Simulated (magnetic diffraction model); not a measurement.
**Magnetic neutron pattern of FeH6PdPt4**

Space group P4/mmm (no. 123), a = 2.8320 Å, c = 12.5680 Å.

```csv
site,atom,x,y,z
2h,Pt,1/2,1/2,0.1487
2g,Pt,0,0,0.6570
1d,Pd,1/2,1/2,1/2
1a,Fe,0,0,0
2h,H,1/2,1/2,0.6350
4i,H,0,1/2,0.7605
```

This is a made-up structure (elements placed in a structure type, unrelaxed), so the numbers test the method and describe no known phase.

Only Fe is taken to order (form factors of Fe2+); orders and moment sizes are assumed, and not adapted to the symmetry. Radiation: neutrons of λ = 1.909 Å, 3° to 90°; isotropic B of 0.24 Å² (Pt), 0.3 Å² (Pd), 0.45 Å² (Fe) and 0.71 Å² (H). The intensities are simulated: I ∝ L Σ (|F_N|² + |F_M⊥|²) for unpolarised neutrons, with F_M = 2.695 fm/μB × Σ f(s) S exp(2πi Q·r) exp(−B s²) at Q = H ± k (one set where k and −k are equivalent), only the part normal to Q counting and L = 1/(sin²θ cos θ). For a modulated order the moment at position r is S exp(−2πi k·r) + c.c., with S = m/2 for a sine wave of amplitude m and S = m(u + iv)/2 for moments turning in a plane, u and v being orthogonal unit vectors in it; the phase factor of the sum at Q = H + k is then exp(2πi H·r). Form factors are spin-only for 3d ions and dipole or tabulated for f ions, scattering lengths are Sears's of 1992, and absorption is left out. A label names one of the reflections at its angle. The strongest nuclear line in the range is 100, and lines under 0.2 are left out.

Assume the order k = (0 0 1/4), moments turning in the plane of [100] and [010], 1.45 μB on Fe.

Q: Where does magnetic intensity appear, and how strong is it?

```csv
2θ (°),index,nuclear,magnetic
6.53,(0 0 3/4),0.0,2.6
8.71,(0 0 1),13.7,0.0
10.89,(0 0 5/4),0.0,0.9
15.28,(0 0 7/4),0.0,0.5
17.47,(0 0 2),15.9,0.0
19.68,(0 0 9/4),0.0,0.2
35.37,(0 0 4),5.6,0.0
39.39,(1 0 0),2.5,0.0
40.42,(1 0 1),5.4,0.0
44.63,(0 0 5),0.8,0.0
48.01,(1 0 3),100.0,0.0
54.22,(0 0 6),20.8,0.0
56.93,(1 1 0),40.9,0.0
57.72,(1 1 1),2.2,0.0
60.03,(1 1 2),2.6,0.0
61.03,(1 0 5),4.5,0.0
63.78,(1 1 3),0.4,0.0
64.23,(0 0 7),1.8,0.0
68.84,(1 1 4),0.8,0.0
69.05,(1 0 6),1.3,0.0
78.02,(1 0 7),9.3,0.0
82.51,(1 1 6),13.7,0.0
84.77,(2 0 0),6.7,0.0
85.43,(2 0 1),0.8,0.0
87.42,(2 0 2),3.5,0.0
```

The strongest magnetic line in the range is (0 0 3/4) at 6.53° (2.6). Below the range, at 2.18°, lies the magnetic line (0 0 1/4) with 24. On top of the Lorentz factor, which all lines share, magnetic lines fade with angle because f falls: for Fe2+ it is 0.90, 0.68, 0.45 and 0.15 at sin θ/λ = 0.1, 0.2, 0.3 and 0.5 Å⁻¹, while nuclear lengths stay constant. The order has no net moment.

[Logs are printed without paths, hosts, clocks, repeated set-up lines and the standing remarks that a program may print on its own settings, such as how far it seeks lower states.]
